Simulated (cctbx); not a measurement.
**What is wrong with this refinement?**

Cell a = 7.1220 Å, b = 7.1220 Å, c = 3.4800 Å, α = 90.00°, β = 90.00°, γ = 120.00°; space group P-62m (no. 189).

The data are simulated with cctbx, not measured: synchrotron X-rays, λ = 0.4959 Å, to d = 0.8 Å, 70 % of the full sphere, strongest reflection 70000 counts, noise from counting, a 4 % proportional error and a noise floor of 15 counts (s.d.); no absorption.

An anisotropic refinement with weights 1/σ² prints:

```text
Rint 0.030, 140 unique reflections to 0.80 A
cycle     R1     wR2    GooF  max shift (A)
   1  0.0342  0.0977   5.086   0.00051
   2  0.0193  0.0536   2.791   0.00000
final R1 0.0193 wR2 0.0536 GooF 2.791  parameters 12  data/parameter 11.7
atom        x        y        z      Ueq    occ   su(xyz)  su(Uiso or U11)
Pt1    0.33333  0.66667  0.00000   0.0035  1.000  0.00000  0.0005
Pt2    0.00000  0.23963  0.00000   0.0092  1.000  0.00018  0.0006
Bi1    0.00000  0.60317  0.50000   0.0091  1.000  0.00018  0.0007
Cu1    0.00000  0.00000  0.50000   0.0119  1.000  0.00000  0.0022
difference map: max 2.44 min -2.14 rms 0.49
Q1    0.3333  0.6667  0.0000    2    2.45  0.00 A from Pt1
Q2    0.0724  0.6619  0.0000    6    1.22  1.80 A from Bi1
Q3    0.0790  0.4207  0.0000    6    1.18  1.12 A from Pt2
Q4    0.0000  0.0000  0.0000    1    1.10  1.71 A from Pt2
Q5    0.0000  0.7279  0.3737    6    0.97  0.99 A from Bi1
Q6    0.0000  0.2219  0.0000    3    0.88  0.13 A from Pt2
```

Q: Accept it or mend it, and why?

Mend it. The fault: elements exchanged: Bi1 is Pt and Pt1 is Bi. Against the right model at the same level, R1 goes from 0.0085 to 0.0193 and GooF from 0.91 to 2.79, U of Pt1 shrinks from 0.0069 to 0.0035 Å², U of Bi1 swells from 0.0062 to 0.0091 Å² and a hole of -2.1 e/Å³ opens. Bi1 has 5 electrons too many and its U swells to shed them, as expected; Pt1 has 5 electrons too few and its U shrinks to make up, as expected.

The compound is CuBi2Pt6. The right model at the same level gives:

```text
Rint 0.030, 140 unique reflections to 0.80 A
cycle     R1     wR2    GooF  max shift (A)
   1  0.0096  0.0233   1.212   0.00086
   2  0.0085  0.0175   0.911   0.00000
final R1 0.0085 wR2 0.0175 GooF 0.911  parameters 12  data/parameter 11.7
atom        x        y        z      Ueq    occ   su(xyz)  su(Uiso or U11)
Bi1    0.33333  0.66667  0.00000   0.0069  1.000  0.00000  0.0002
Pt1    0.00000  0.23944  0.00000   0.0095  1.000  0.00006  0.0002
Pt2    0.00000  0.60308  0.50000   0.0062  1.000  0.00006  0.0002
Cu1    0.00000  0.00000  0.50000   0.0123  1.000  0.00000  0.0007
Flack x: -0.01(5)
Hooft y: 0.050(45)  Bijvoet pairs: 54
difference map: max 1.07 min -0.76 rms 0.22
Q1    0.0000  0.0000  0.0000    1    1.07  1.71 A from Pt1
Q2    0.0807  0.4638  0.0000    6    0.63  1.40 A from Pt1
Q3    0.0000  0.4902  0.3095    6    0.62  1.04 A from Pt2
Q4    0.0914  0.4259  0.1572   12    0.55  1.27 A from Pt1
Q5    0.0000  0.7155  0.4045    6    0.55  0.87 A from Pt2
Q6    0.2609  0.6232  0.5000    6    0.55  1.79 A from Pt2
```

The model is made up (kin elements in a known structure type, no relaxation), so it says nothing on whether the phase exists.

[Middle refinement cycles are left out of these outputs.]

[Logs are printed without paths, hosts, clocks, repeated set-up lines and the standing remarks that a program may print on its own settings, such as how far it seeks lower states.]
